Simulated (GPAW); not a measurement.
# Dielectric function and optical constants of CsPbBr3

Aim: the dielectric function of CsPbBr3, and the optical constants that follow from it.

Calculated with GPAW 26.7.0; DFT, LDA, plane-wave PAW (GPAW data sets), scalar-relativistic, RPA, optical limit.

## 1. Starting point

It takes space group Pm-3m (No. 221, cubic). Conventional cell: a = 5.870 Å, b = 5.870 Å, c = 5.870 Å, α = 90.00°, β = 90.00°, γ = 90.00°. Nearest to Pb lie 6 Br at 2.94 Å. Nearest to Cs lie 12 Br at 4.15 Å. Br has 2 Pb at 2.94 Å and 4 Cs at 4.15 Å nearest. Farther neighbours and most contacts between anions are not listed.

Structure file:

```cif
data_structure
_symmetry_space_group_name_H-M 'P 1'
_symmetry_Int_Tables_number 1
_cell_length_a 5.8700
_cell_length_b 5.8700
_cell_length_c 5.8700
_cell_angle_alpha 90.000
_cell_angle_beta 90.000
_cell_angle_gamma 90.000
_cell_volume 202.26
loop_
_atom_site_label
_atom_site_type_symbol
_atom_site_fract_x
_atom_site_fract_y
_atom_site_fract_z
_atom_site_occupancy
Pb1 Pb 0.50000 0.50000 0.50000 1
Cs2 Cs 0.00000 0.00000 0.00000 1
Br3 Br 0.50000 0.50000 0.00000 1
Br4 Br 0.50000 0.00000 0.50000 1
Br5 Br 0.00000 0.50000 0.50000 1
```

## 2. Dielectric function, RPA

Local fields let the induced charge screen the field inside the cell, which as a rule lowers ε, most along directions where the density is uneven.

df.py

```python
from gpaw.response.df import DielectricFunction

df = DielectricFunction('full.gpw', frequencies={'type': 'nonlinear', 'domega0': 0.03, 'omega2': 8},
                        ecut=50,
                        eta=0.2,
                        nbands=86,
                        txt='df.txt')
for direction in ['x']:
    df.get_dielectric_function(xc='RPA', direction=direction, filename=f'df_{direction}.csv')
```

Launch:

```
> OMP_NUM_THREADS=1 python df.py
```

Q: Predict the electronic dielectric constant ε∞, mean over x, y and z (RPA); and main peak of Im epsilon, first axis.

At this level (LDA, RPA) CsPbBr3 has ε∞ = 5.34 and n = 2.39 at 1550 nm, and Im ε peaks at 3.0 eV. Local fields change the static value along x from 6.00 to 5.34 (-11 %). Distinct maxima of Im ε, read by a parabola through the highest points, lie at 2.48 eV (4.4), 3.00 eV (5.0), 3.63 eV (4.5) and 4.87 eV (3.2).

- electronic dielectric constant ε∞, mean over x, y and z (by symmetry where fewer were run) (RPA): 5.34
- main peak of Im epsilon, first axis: 3.00 eV

Excitons and phonon-assisted transitions are missing; LDA gaps are as a rule too small, which pulls the onset down and ε∞ up, while the missing spin-orbit coupling works the other way with such heavy atoms. Spin-orbit coupling is left out although heavy atoms are present. The sum runs over mesh points, so small or evenly spaced maxima can still be ripples of the mesh. The curves end at 23 eV, about where the summed bands run out.

[Machine, clock and banner lines and Python warnings are left out of the logs.]

[Logs are printed without paths, hosts, clocks, repeated set-up lines and the standing remarks that a program may print on its own settings, such as how far it seeks lower states.]

[Hosts, paths, dates, database ids (printed as entryN), source tags and the programs' standing remarks are cut or masked in the printed files.]
